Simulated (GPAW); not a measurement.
# Geometry or basis: what sets the conductance of butadiene-1,4-dithiol between two Ir chains

How well does butadiene-1,4-dithiol between two Ir chains conduct once its atoms have relaxed, and how much do cheaper levels lose?

Program: GPAW 26.7.0. Level of theory: GPAW LCAO, PAW setups; relaxation of the junction within the symmetry of its start, lead ends held, in the first sound run; inputs show where later runs differ. Results are calculated unless marked as measured.

Report form: the programs' logs are mostly left out.

### 1. Set-up

The cell holds 26 atoms: 16 Ir, 2 S, 4 H and 4 C. Cell: a = 11.049 Å, b = 9.000 Å, c = 43.089 Å, α = 90.0°, β = 90.0°, γ = 90.0°. Regions: left lead, 8 atoms (8 Ir); channel, 10 atoms (2 S, 4 H and 4 C); right lead, 8 atoms (8 Ir). Vacuum lies along a and b. The structure is stacked along c, and the current runs across the ab planes.

### 2. Relaxing the atoms

Transmission follows bond lengths closely, so the atoms between the held lead ends are relaxed first, within whatever symmetry the start has.

Input file run.py:

```python
import json
from ase import Atoms
from ase.constraints import FixAtoms
from ase.optimize import BFGS
from gpaw import GPAW, FermiDirac

device = Atoms(
    ['Ir', 'Ir', 'Ir', 'Ir', 'Ir', 'Ir', 'Ir', 'Ir', 'S', 'H', 'C', 'C', 'H', 'H', 'C', 'C', 'H', 'S', 'Ir', 'Ir', 'Ir', 'Ir', 'Ir', 'Ir', 'Ir', 'Ir'],
    positions=[
        [5.52442, 4.50000, 1.15000],
        [5.52442, 4.50000, 3.45000],
        [5.52442, 4.50000, 5.75000],
        [5.52442, 4.50000, 8.05000],
        [5.52442, 4.50000, 10.35000],
        [5.52442, 4.50000, 12.65000],
        [5.52442, 4.50000, 14.95000],
        [5.52442, 4.50000, 17.25000],
        [3.64537, 4.49999, 18.74304],
        [6.16474, 4.50000, 20.12671],
        [4.07405, 4.49999, 20.41871],
        [5.34559, 4.50000, 20.84291],
        [3.25000, 4.49999, 21.12671],
        [7.79883, 4.49999, 21.96271],
        [5.70325, 4.50000, 22.24650],
        [6.97479, 4.49999, 22.67070],
        [4.88409, 4.50000, 22.96270],
        [7.40347, 4.49999, 24.34637],
        [5.52442, 4.50000, 25.83941],
        [5.52442, 4.50000, 28.13941],
        [5.52442, 4.50000, 30.43941],
        [5.52442, 4.50000, 32.73941],
        [5.52442, 4.50000, 35.03941],
        [5.52442, 4.50000, 37.33941],
        [5.52442, 4.50000, 39.63941],
        [5.52442, 4.50000, 41.93941]],
    cell=[[11.04883, 0.0, 0.0], [0.0, 9.0, 0.0], [0.0, 0.0, 43.08941]],
    pbc=True)

device.set_constraint(FixAtoms([0, 1, 2, 3, 4, 5, 6, 19, 20, 21, 22, 23, 24, 25]))
device.calc = GPAW(mode='lcao', basis='dzp', xc='PBE', h=0.18,
                   kpts={'size': (1, 1, 2), 'gamma': True},
                   symmetry={'tolerance': 1e-3, 'extra_ids': [1, 1, 1, 1, 1, 1, 1, 0, 0, 0, 0, 0, 0, 0, 0, 0, 0, 0, 0, 1, 1, 1, 1, 1, 1, 1]},
                   occupations=FermiDirac(0.1), maxiter=250,
                   mixer=dict(beta=0.1, nmaxold=8, weight=100.0),
                   convergence=dict(density=0.0001), txt='relax.txt')
path = []
opt = BFGS(device, maxstep=0.15)
opt.attach(lambda: path.append((device.get_potential_energy(), device.positions.tolist(), device.get_forces().tolist())))
relaxed = bool(opt.run(fmax=0.05, steps=50))
json.dump(dict(relaxed=relaxed, path=path, positions=device.positions.tolist(), moments=device.get_magnetic_moments().tolist(),
               forces=device.get_forces(apply_constraint=False).tolist()), open('result.json', 'w'))
```

Run with:

```sh
$ OMP_NUM_THREADS=1 OPENBLAS_NUM_THREADS=1 python run.py
```

Wall time 62 min (1 thread of Arm Neoverse V2, shared host); peak memory 2.3 GiB.

Step by step (22 of 31):

| step | energy less that of the first step (eV) | largest force (eV/Å) |
| --- | --- | --- |
| 1 | 0.0000 | 3.0674 |
| 2 | -0.2761 | 1.7018 |
| 4 | -0.5091 | 0.7711 |
| 5 | -0.5283 | 0.6366 |
| 7 | -0.6907 | 0.4986 |
| 8 | -0.7231 | 0.4891 |
| 10 | -0.7825 | 0.5505 |
| 11 | -0.8334 | 0.6361 |
| 12 | -0.8797 | 0.6195 |
| 14 | -1.0939 | 1.2589 |
| 15 | -1.1987 | 1.2626 |
| 17 | -1.3131 | 0.5559 |
| 18 | -1.3573 | 0.3989 |
| 20 | -1.4172 | 0.3754 |
| 21 | -1.4245 | 0.1739 |
| 22 | -1.4270 | 0.1558 |
| 24 | -1.4329 | 0.1737 |
| 25 | -1.4398 | 0.1962 |
| 27 | -1.4465 | 0.0862 |
| 28 | -1.4487 | 0.1351 |
| 30 | -1.4498 | 0.0641 |
| 31 | -1.4502 | 0.0265 |

The atoms that moved most (Å):

| atom | dx | dy | dz | length |
| --- | --- | --- | --- | --- |
| S9 | 0.872 | 0.000 | -0.501 | 1.006 |
| S18 | -0.872 | 0.000 | 0.501 | 1.006 |
| Ir8 | 0.858 | 0.000 | -0.125 | 0.867 |
| Ir19 | -0.858 | 0.000 | 0.125 | 0.867 |
| H14 | -0.252 | 0.000 | 0.769 | 0.810 |
| H13 | 0.252 | 0.000 | -0.769 | 0.810 |
| C11 | 0.463 | 0.000 | -0.471 | 0.661 |
| C16 | -0.463 | 0.000 | 0.471 | 0.661 |

The relaxation lowered the energy of the cell by 1.45 eV (energies extrapolated to zero smearing; the optimiser's log prints free energies). The largest force left on a free atom is 0.026 eV/Å.

### 3. GPAW, dzp

The script solves lead and junction separately, takes H and S in the orbital basis, and joins semi-infinite leads through their self-energies; the dzp basis is the working standard.

This step: GPAW LCAO, PAW setups; Landauer transmission from Green's functions with principal layers (ASE), zero bias (GPAW 26.7.0).

Input file run.py:

```python
import json
import numpy as np
from ase import Atoms
from ase.transport.calculators import TransportCalculator
from gpaw import GPAW, FermiDirac
from gpaw.lcao.tools import get_lcao_hamiltonian
from scipy.linalg import eigh

# The junction with lead layers at both ends, along the third cell vector
device = Atoms(
    ['Ir', 'Ir', 'Ir', 'Ir', 'Ir', 'Ir', 'Ir', 'Ir', 'S', 'H', 'C', 'C', 'H', 'H', 'C', 'C', 'H', 'S', 'Ir', 'Ir', 'Ir', 'Ir', 'Ir', 'Ir', 'Ir', 'Ir'],
    positions=[
        [5.52442, 4.50000, 1.15000],
        [5.52442, 4.50000, 3.45000],
        [5.52442, 4.50000, 5.75000],
        [5.52442, 4.50000, 8.05000],
        [5.52442, 4.50000, 10.35000],
        [5.52442, 4.50000, 12.65000],
        [5.52442, 4.50000, 14.95000],
        [6.38200, 4.50000, 17.12501],
        [4.51725, 4.49999, 18.24191],
        [6.64721, 4.50000, 20.43398],
        [4.53738, 4.49999, 19.94728],
        [5.61347, 4.50000, 20.84556],
        [3.50236, 4.49999, 20.35742],
        [7.54647, 4.49999, 22.73200],
        [5.43537, 4.50000, 22.24385],
        [6.51146, 4.49999, 23.14213],
        [4.40162, 4.50000, 22.65543],
        [6.53159, 4.49999, 24.84750],
        [4.66684, 4.50000, 25.96440],
        [5.52442, 4.50000, 28.13941],
        [5.52442, 4.50000, 30.43941],
        [5.52442, 4.50000, 32.73941],
        [5.52442, 4.50000, 35.03941],
        [5.52442, 4.50000, 37.33941],
        [5.52442, 4.50000, 39.63941],
        [5.52442, 4.50000, 41.93941]],
    cell=[[11.04883, 0.0, 0.0], [0.0, 9.0, 0.0], [0.0, 0.0, 43.08941]],
    pbc=True)

# One principal layer of the lead: the first 5 atoms of the device
lead = Atoms(
    ['Ir', 'Ir', 'Ir', 'Ir', 'Ir'],
    positions=[
        [5.52442, 4.50000, 1.15000],
        [5.52442, 4.50000, 3.45000],
        [5.52442, 4.50000, 5.75000],
        [5.52442, 4.50000, 8.05000],
        [5.52442, 4.50000, 10.35000]],
    cell=[[11.04883, 0.0, 0.0], [0.0, 9.0, 0.0], [0.0, 0.0, 11.5]],
    pbc=True)

settings = dict(mode='lcao', basis='dzp', xc='PBE', h=0.2,
                occupations=FermiDirac(0.1), maxiter=250,
                mixer=dict(beta=0.1, nmaxold=8, weight=100.0),
                convergence=dict(density=0.0001))
energies = np.arange(-2, 2 + 1e-9, 0.025)
eta = 0.0001
n1, n2 = 1, 1
# k and -k transmit alike, so half of the mesh across the current serves
mesh = [(i, j) for i in range(n1) for j in range(n2) if (i, j) <= (-i % n1, -j % n2)]
weights = np.array([1 if (i, j) == (-i % n1, -j % n2) else 2 for i, j in mesh]) / (n1 * n2)

# [... helper functions left out ...]
fermi_lead = ground_state(lead, (1, 1, 10), 'lead.txt')
fermi_device = ground_state(device, (1, 1, 2), 'device.txt')
# [... loop over the mesh left out, but for ...]
        # Shift the lead onto the potential of the device's first layer
        shift = ((H[:, 0, 0] - H0[:, 0, 0]) / S0[0, 0]).real.mean()
# [...]
kT = 8.617333e-5 * 300
bias = [0.1, 0.2, 0.5, 1.0, 1.5, 2.0]
# [... integrals and printing left out ...]
```

Elapsed: 4.3 min, on 1 thread; peak memory 1.8 GiB.

This step gave:

- conductance: 0.2711 G₀
- largest coupling past the next principal layer: 1.48e-6 eV
- largest misfit of the first principal layer: 0.1114 eV
- shift that aligns the lead: -0.008103 eV
- basis functions of the junction: 530
- basis functions of a principal layer: 135
- transmission at the Fermi level (one spin): 0.2858

One spin. The transmission, zone mean by energy, zero at the Fermi level:

energy (eV), transmission, zone mean and a bar:
```
   -2.000       0.03 #
   -1.900       0.05 #
   -1.825       1.00 ##############################
   -1.800       0.28 ########
   -1.700       0.04 #
   -1.600       0.03 #
   -1.500       0.02 #
   -1.400       0.02 #
   -1.300       0.08 ##
   -1.200       0.11 ###
   -1.100       0.14 ####
   -1.000       0.22 #######
   -0.900       0.51 ###############
   -0.800       0.95 #############################
   -0.775       1.00 ##############################
   -0.700       0.78 #######################
   -0.600       0.44 #############
   -0.500       0.29 #########
   -0.400       0.22 #######
   -0.300       0.23 #######
   -0.200       0.29 #########
   -0.100       0.27 ########
    0.000       0.29 ########
    0.075       0.35 ###########
    0.100       0.05 #
    0.200       0.11 ###
    0.275       0.94 ############################
    0.300       0.34 ##########
    0.400       0.03 #
    0.500       0.01 
    0.600       0.01 
    0.700       0.00 
    0.800       0.00 
    0.900       0.00 
    1.000       0.00 
    1.100       0.00 
    1.200       0.01 
    1.300       0.01 
    1.400       0.01 
    1.500       0.01 
    1.600       0.01 
    1.700       0.02 
    1.800       0.02 
    1.900       0.01 
    2.000       0.02 #
```

Not self-consistent under bias; the bias window is split evenly. Table of current through one cell, from the zero-bias transmission by bias:

| bias (V) | current through one cell, from the zero-bias transmission (μA) |
| --- | --- |
| 0.100 | 2.06 |
| 0.200 | 3.88 |
| 0.500 | 9.25 |
| 1.000 | 17.0 |
| 1.500 | 27.9 |
| 2.000 | 39.9 |

Transmission of the three most open eigenchannels against energy, zero at the Fermi level:

| energy (eV) | channel 1 | channel 2 | channel 3 |
| --- | --- | --- | --- |
| -2.000 | 0.0306 | 0.00278 | 4.6e-5 |
| -1.900 | 0.0256 | 0.0227 | 4.9e-5 |
| -1.800 | 0.259 | 0.0211 | 5.1e-5 |
| -1.700 | 0.0216 | 0.0176 | 5.4e-5 |
| -1.600 | 0.0141 | 0.0116 | 5.7e-5 |
| -1.500 | 0.0107 | 0.0106 | 6.1e-5 |
| -1.400 | 0.0147 | 0.00709 | 6.6e-5 |
| -1.300 | 0.0748 | 0.00323 | 1.0e-4 |
| -1.200 | 0.108 | 0.00359 | 1.2e-4 |
| -1.100 | 0.138 | 0.00380 | 1.3e-4 |
| -1.000 | 0.218 | 0.00309 | 1.5e-4 |
| -0.900 | 0.512 | 0.00271 | 1.5e-4 |
| -0.800 | 0.952 | 0.00226 | 1.4e-4 |
| -0.700 | 0.781 | 0.00168 | 1.4e-4 |
| -0.600 | 0.434 | 0.00123 | 1.4e-4 |
| -0.500 | 0.291 | 8.5e-4 | 1.5e-4 |
| -0.400 | 0.221 | 5.6e-4 | 1.5e-4 |
| -0.300 | 0.233 | 4.0e-4 | 1.5e-4 |
| -0.200 | 0.288 | 3.0e-4 | 1.5e-4 |
| -0.100 | 0.269 | 2.2e-4 | 1.2e-4 |
| 0.000 | 0.285 | 2.1e-4 | 5.5e-5 |
| 0.100 | 0.0530 | 2.2e-4 | 6.0e-5 |
| 0.200 | 0.110 | 2.4e-4 | 6.0e-5 |
| 0.300 | 0.338 | 2.6e-4 | 6.1e-5 |
| 0.400 | 0.0265 | 2.7e-4 | 6.1e-5 |
| 0.500 | 0.00964 | 2.8e-4 | 6.0e-5 |
| 0.600 | 0.00565 | 2.8e-4 | 5.5e-5 |
| 0.700 | 0.00425 | 2.8e-4 | 4.5e-5 |
| 0.800 | 0.00370 | 2.7e-4 | 2.7e-5 |
| 0.900 | 0.00359 | 1.7e-4 | 1.6e-7 |
| 1.000 | 0.00377 | 1.2e-4 | 8.4e-6 |
| 1.100 | 0.00421 | 1.2e-4 | 4.4e-5 |
| 1.200 | 0.00493 | 1.5e-4 | 1.1e-4 |
| 1.300 | 0.00597 | 2.1e-4 | 2.0e-4 |
| 1.400 | 0.00740 | 3.3e-4 | 2.8e-4 |
| 1.500 | 0.00929 | 5.1e-4 | 3.3e-4 |
| 1.600 | 0.0117 | 7.9e-4 | 3.6e-4 |
| 1.700 | 0.0142 | 0.00119 | 3.9e-4 |
| 1.800 | 0.0153 | 0.00163 | 4.3e-4 |
| 1.900 | 0.00697 | 0.00122 | 5.5e-4 |
| 2.000 | 0.0230 | 1.1e-9 | 5.8e-10 |

Couplings past the next layer reach 1.5e-6 eV, small enough to drop; the matrix elements of the cell's first layer differ from the bulk lead's by up to 0.11 eV. That layer keeps its own values in the calculation, and only beyond it is the lead taken as perfect. The Fermi levels of lead and junction count from different zeros of potential, one for each periodic cell; with both set to zero, the small remaining shift is what aligns them. Without spin-orbit coupling, which is large for these atoms, channel counts and T are those of the scalar-relativistic bands. By hand: G = 0.2711 × 77.48 μS = 21.0 μS, a resistance of 47.6 kΩ; at 0.1 V a linear junction would pass 2.10 μA, and the integral over the bias window gives 2.06 μA.

### 4. Single-zeta polarised basis

One radial function a shell plus polarisation makes the matrices smaller; the question is what that costs.

Changes to run.py since step 3:

```diff
@@ -53,3 +53,3 @@
 
-settings = dict(mode='lcao', basis='dzp', xc='PBE', h=0.2,
+settings = dict(mode='lcao', basis='szp(dzp)', xc='PBE', h=0.2,
                 occupations=FermiDirac(0.1), maxiter=250,
```

Elapsed: 2.1 min, on 1 thread; peak memory 1.8 GiB.

Numbers from this step:

* conductance: 0.3948 G₀
* largest misfit of the first principal layer: 0.1106 eV
* shift that aligns the lead: -0.01337 eV
* basis functions of the junction: 310
* basis functions of a principal layer: 75
* transmission at the Fermi level (one spin): 0.4287
* open channels of the lead at the Fermi level (one spin): 6

One spin. Transmission, zone mean against energy, zero at the Fermi level:

energy (eV), transmission, zone mean and a bar:
```
   -2.000      0.035 #
   -1.925      0.997 ##############################
   -1.900      0.207 ######
   -1.800      0.029 #
   -1.700      0.020 
   -1.600      0.016 
   -1.500      0.015 
   -1.400      0.016 
   -1.300      0.040 #
   -1.200      0.091 ###
   -1.100      0.142 ####
   -1.000      0.228 #######
   -0.900      0.586 ##################
   -0.800      0.993 ##############################
   -0.700      0.667 ####################
   -0.600      0.367 ###########
   -0.500      0.275 ########
   -0.400      0.215 ######
   -0.300      0.230 #######
   -0.200      0.314 #########
   -0.100      0.329 ##########
    0.000      0.429 #############
    0.075      0.451 ##############
    0.100      0.128 ####
    0.200      0.985 ##############################
    0.300      0.036 #
    0.400      0.010 
    0.500      0.006 
    0.600      0.004 
    0.700      0.004 
    0.800      0.003 
    0.900      0.004 
    1.000      0.004 
    1.100      0.005 
    1.200      0.007 
    1.300      0.010 
    1.400      0.014 
    1.500      0.020 #
    1.600      0.032 #
    1.700      0.054 ##
    1.800      0.099 ###
    1.900      0.150 ####
    2.000      0.007
```

Crossings of the lead's bands, unfolded to its shortest repeat. The open channels, zone mean by energy, zero at the Fermi level:

| energy (eV) | open channels, zone mean |
| --- | --- |
| -2.000 | 4 |
| -1.800 | 4 |
| -1.600 | 4 |
| -1.400 | 4 |
| -1.200 | 6 |
| -1.000 | 6 |
| -0.800 | 6 |
| -0.600 | 6 |
| -0.400 | 6 |
| -0.200 | 6 |
| 0.000 | 6 |
| 0.200 | 4 |
| 0.400 | 4 |
| 0.600 | 4 |
| 0.800 | 3 |
| 1.000 | 3 |
| 1.200 | 3 |
| 1.400 | 3 |
| 1.600 | 3 |
| 1.800 | 3 |
| 2.000 | 1 |

Not self-consistent under bias; the bias window is split evenly. Current through one cell, from the zero-bias transmission against bias:

| bias (V) | current through one cell, from the zero-bias transmission (μA) |
| --- | --- |
| 0.100 | 2.99 |
| 0.200 | 5.60 |
| 0.500 | 13.2 |
| 1.000 | 18.7 |
| 1.500 | 28.3 |
| 2.000 | 41.0 |

Transmission of the three most open eigenchannels against energy, zero at the Fermi level:

| energy (eV) | channel 1 | channel 2 | channel 3 |
| --- | --- | --- | --- |
| -2.000 | 0.0197 | 0.0154 | 4.0e-5 |
| -1.800 | 0.0148 | 0.0142 | 4.4e-5 |
| -1.600 | 0.00955 | 0.00664 | 5.1e-5 |
| -1.400 | 0.0113 | 0.00480 | 6.0e-5 |
| -1.200 | 0.0883 | 0.00223 | 9.3e-5 |
| -1.000 | 0.226 | 0.00210 | 1.3e-4 |
| -0.800 | 0.991 | 0.00147 | 1.4e-4 |
| -0.600 | 0.366 | 6.6e-4 | 1.3e-4 |
| -0.400 | 0.215 | 2.8e-4 | 1.2e-4 |
| -0.200 | 0.314 | 2.1e-4 | 7.0e-5 |
| 0.000 | 0.428 | 1.8e-4 | 7.6e-5 |
| 0.200 | 0.985 | 1.8e-4 | 9.0e-5 |
| 0.400 | 0.00981 | 2.0e-4 | 9.6e-5 |
| 0.600 | 0.00387 | 2.0e-4 | 7.9e-5 |
| 0.800 | 0.00333 | 1.5e-4 | 1.6e-6 |
| 1.000 | 0.00417 | 7.8e-5 | 7.4e-5 |
| 1.200 | 0.00661 | 3.6e-4 | 1.2e-4 |
| 1.400 | 0.0127 | 6.3e-4 | 2.9e-4 |
| 1.600 | 0.0304 | 7.5e-4 | 7.0e-4 |
| 1.800 | 0.0967 | 0.00160 | 7.5e-4 |
| 2.000 | 0.00658 | 1.3e-7 | 2.7e-9 |

The conductance, 0.395 G₀, lies 46 % above that of the dzp run.

### 5. GPAW, sz: basis = "sz(dzp)"

The minimal basis is the cheapest rung: no second zeta and no polarisation.

Changes to run.py since step 4:

```diff
@@ -53,3 +53,3 @@
 
-settings = dict(mode='lcao', basis='szp(dzp)', xc='PBE', h=0.2,
+settings = dict(mode='lcao', basis='sz(dzp)', xc='PBE', h=0.2,
                 occupations=FermiDirac(0.1), maxiter=250,
```

Wall time 1.8 min (1 thread); peak memory 1.7 GiB.

Numbers from this step:

```yaml
conductance: 0.5328 G₀
largest_coupling_past_the_next_principal_layer: 1.47e-6 eV
largest_misfit_of_the_first_principal_layer: 0.06499 eV
shift_that_aligns_the_lead: -0.01071 eV
basis_functions_of_the_junction: 220
basis_functions_of_a_principal_layer: 60
transmission_at_the_fermi_level_one_spin: 0.5700
```

The conductance, 0.533 G₀, lies 97 % above that of the dzp run.

### 6. LDA in the dzp basis: xc = "LDA"

Back in the dzp basis, the functional changes from PBE to LDA, to set the spread between functionals beside that between bases.

Changes to run.py since step 5:

```diff
@@ -53,3 +53,3 @@
 
-settings = dict(mode='lcao', basis='sz(dzp)', xc='PBE', h=0.2,
+settings = dict(mode='lcao', basis='dzp', xc='LDA', h=0.2,
                 occupations=FermiDirac(0.1), maxiter=250,
```

It took 3.8 min on 1 thread; peak memory 1.8 GiB.

This step gave:

```
conductance                                    : 0.2692 G₀
largest coupling past the next principal layer : 1.53e-6 eV
largest misfit of the first principal layer    : 0.1121 eV
shift that aligns the lead                     : -0.01032 eV
basis functions of the junction                : 530
basis functions of a principal layer           : 135
transmission at the Fermi level (one spin)     : 0.2909
```

One spin. The transmission, zone mean by energy, zero at the Fermi level:

| energy (eV) | transmission, zone mean |
| --- | --- |
| -2.000 | 0.0367 |
| -1.900 | 0.0512 |
| -1.825 | 1.01 |
| -1.800 | 0.273 |
| -1.700 | 0.0402 |
| -1.600 | 0.0264 |
| -1.500 | 0.0216 |
| -1.400 | 0.0214 |
| -1.300 | 0.0716 |
| -1.200 | 0.104 |
| -1.100 | 0.137 |
| -1.000 | 0.212 |
| -0.900 | 0.500 |
| -0.800 | 0.946 |
| -0.775 | 0.995 |
| -0.700 | 0.783 |
| -0.600 | 0.427 |
| -0.500 | 0.288 |
| -0.400 | 0.214 |
| -0.300 | 0.219 |
| -0.200 | 0.277 |
| -0.100 | 0.265 |
| 0.000 | 0.291 |
| 0.075 | 0.294 |
| 0.100 | 0.0545 |
| 0.200 | 0.0835 |
| 0.275 | 0.885 |
| 0.300 | 0.609 |
| 0.400 | 0.0331 |
| 0.500 | 0.0113 |
| 0.600 | 0.00658 |
| 0.700 | 0.00494 |
| 0.800 | 0.00429 |
| 0.900 | 0.00400 |
| 1.000 | 0.00416 |
| 1.100 | 0.00467 |
| 1.200 | 0.00553 |
| 1.300 | 0.00675 |
| 1.400 | 0.00838 |
| 1.500 | 0.0105 |
| 1.600 | 0.0132 |
| 1.700 | 0.0161 |
| 1.800 | 0.0171 |
| 1.900 | 0.00537 |
| 2.000 | 0.0613 |

The conductance, 0.269 G₀, lies 0.7 % below that of the dzp run.

### 7. Without the relaxation: geometry = "as built"

The dzp basis with PBE on the structure as first built shows what the relaxation was worth.

Changes to run.py since step 6:

```diff
@@ -19,14 +19,14 @@
         [5.52442, 4.50000, 14.95000],
-        [6.38200, 4.50000, 17.12501],
-        [4.51725, 4.49999, 18.24191],
-        [6.64721, 4.50000, 20.43398],
-        [4.53738, 4.49999, 19.94728],
-        [5.61347, 4.50000, 20.84556],
-        [3.50236, 4.49999, 20.35742],
-        [7.54647, 4.49999, 22.73200],
-        [5.43537, 4.50000, 22.24385],
-        [6.51146, 4.49999, 23.14213],
-        [4.40162, 4.50000, 22.65543],
-        [6.53159, 4.49999, 24.84750],
-        [4.66684, 4.50000, 25.96440],
+        [5.52442, 4.50000, 17.25000],
+        [3.64537, 4.49999, 18.74304],
+        [6.16474, 4.50000, 20.12671],
+        [4.07405, 4.49999, 20.41871],
+        [5.34559, 4.50000, 20.84291],
+        [3.25000, 4.49999, 21.12671],
+        [7.79883, 4.49999, 21.96271],
+        [5.70325, 4.50000, 22.24650],
+        [6.97479, 4.49999, 22.67070],
+        [4.88409, 4.50000, 22.96270],
+        [7.40347, 4.49999, 24.34637],
+        [5.52442, 4.50000, 25.83941],
         [5.52442, 4.50000, 28.13941],
@@ -53,3 +53,3 @@
 
-settings = dict(mode='lcao', basis='dzp', xc='LDA', h=0.2,
+settings = dict(mode='lcao', basis='dzp', xc='PBE', h=0.2,
                 occupations=FermiDirac(0.1), maxiter=250,
```

Wall time 4.4 min (1 thread); peak memory 1.8 GiB.

Numbers from this step:

- conductance: 0.5986 G₀
- largest coupling past the next principal layer: 1.48e-6 eV
- largest misfit of the first principal layer: 0.1957 eV
- shift that aligns the lead: -0.01246 eV
- transmission at the Fermi level (one spin): 0.6387

The conductance, 0.599 G₀, lies 121 % above that of the dzp run. At 0.075 eV T drops to or jumps from 0.0471 where the lead's channel count changes: a band edge of the lead lies in the thermal window, and enters the average.

(Part 1 of 2 ends here.)

[Logs are printed without paths, hosts, clocks, repeated set-up lines and the standing remarks that a program may print on its own settings, such as how far it seeks lower states.]

[Hosts, paths, dates, database ids (printed as entryN), source tags and the programs' standing remarks are cut or masked in the printed files.]
